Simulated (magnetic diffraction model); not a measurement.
# Yb₂ErLuS₆: what an assumed order does to the neutron pattern

Space group P2_1/m (no. 11), a = 11.0120 Å, b = 4.0860 Å, c = 11.3020 Å, β = 103.20°.

```
site  atom       x    y       z
  2e    Lu  0.0331  3/4  0.2047
  2e    Yb  0.5798  3/4  0.6765
  2e    Yb  0.3409  3/4  0.9472
  2e    Er  0.1803  3/4  0.5371
  2e     S  0.9563  3/4  0.6180
  2e     S  0.7443  3/4  0.2652
  2e     S  0.6175  3/4  0.3857
  2e     S  0.5729  3/4  0.9093
  2e     S  0.2733  3/4  0.3215
  2e     S  0.0817  3/4  0.9605
```

This is a made-up structure (elements placed in a structure type, unrelaxed), so the numbers test the method and describe no known phase.

Only Yb and Er are taken to order (form factors of Yb3+ and Er3+); orders and moment sizes are assumed, and not adapted to the symmetry. Radiation: neutrons of λ = 2.0775 Å, 5° to 40°; isotropic B of 0.1 Å² (Lu), 0.1 Å² (Yb), 0.1 Å² (Er) and 0.15 Å² (S). The intensities are simulated: I ∝ L Σ (|F_N|² + |F_M⊥|²) for unpolarised neutrons, with F_M = 2.695 fm/μB × Σ f(s) S exp(2πi Q·r) exp(−B s²) at Q = H ± k (one set where k and −k are equivalent), only the part normal to Q counting and L = 1/(sin²θ cos θ). For collinear order S is the moment m, which repeats by lattice and centring translations R with the sign exp(−2πi k·R). Form factors are spin-only for 3d ions and dipole or tabulated for f ions, scattering lengths are Sears's of 1992, and absorption is left out. A label names one of the reflections at its angle. The strongest nuclear line in the range is 100, and lines under 0.2 are left out.

Assume the order k = (0 0 0), collinear moments along [111], 1.61 μB on Yb and 4.83 μB on Er; signs + at (0.5798, 3/4, 0.6765), + at (0.4202, 1/4, 0.3235), + at (0.3409, 3/4, 0.9472), + at (0.6591, 1/4, 0.0528), − at (0.1803, 3/4, 0.5371), + at (0.8197, 1/4, 0.4629).

Q: Where does magnetic intensity appear, and how strong is it?

```
2θ (°)     index  nuclear  magnetic
 10.83   (0 0 1)      0.0       4.1
 11.12   (1 0 0)     35.9      54.0
 13.65  (1 0 -1)      1.3      46.6
 17.25   (1 0 1)      4.1       3.7
 21.77   (0 0 2)      1.6       2.5
 22.08  (1 0 -2)     10.2      11.1
 22.35   (2 0 0)      2.1       7.4
 22.51  (2 0 -1)      1.1      22.1
 26.72   (1 0 2)      6.1       2.7
 27.08   (2 0 1)      3.0       1.0
 27.50  (2 0 -2)      0.2      17.8
 29.45   (0 1 0)      0.0      14.3
 31.47   (0 1 1)      8.8      25.9
 31.57   (1 1 0)     19.7       4.5
 32.23  (1 0 -3)    100.0       5.7
 32.59  (1 1 -1)      9.7       9.1
 32.90   (0 0 3)     21.8       3.5
 33.04  (3 0 -1)     93.4       3.4
 33.80   (3 0 0)     16.7       0.8
 34.33   (1 1 1)     77.9       7.6
 34.90   (2 0 2)     43.3       0.5
 35.45  (2 0 -3)      3.5      11.6
 35.92  (3 0 -2)      5.8       0.4
 36.92   (0 1 2)      1.2      11.4
 37.12  (1 1 -2)     17.0      13.9
 37.27   (1 0 3)      2.4       1.7
 37.28   (2 1 0)     24.1       5.8
 37.39  (2 1 -1)     18.8       4.8
 37.99   (3 0 1)      0.1       0.4
```

The strongest magnetic line in the range is (1 0 0) at 11.12° (54.0). On top of the Lorentz factor, which all lines share, magnetic lines fade with angle because f falls: for Yb3+ it is 0.97, 0.88, 0.76 and 0.51 at sin θ/λ = 0.1, 0.2, 0.3 and 0.5 Å⁻¹, while nuclear lengths stay constant. The net moment is 6.44 μB a primitive cell.

[Logs are printed without paths, hosts, clocks, repeated set-up lines and the standing remarks that a program may print on its own settings, such as how far it seeks lower states.]
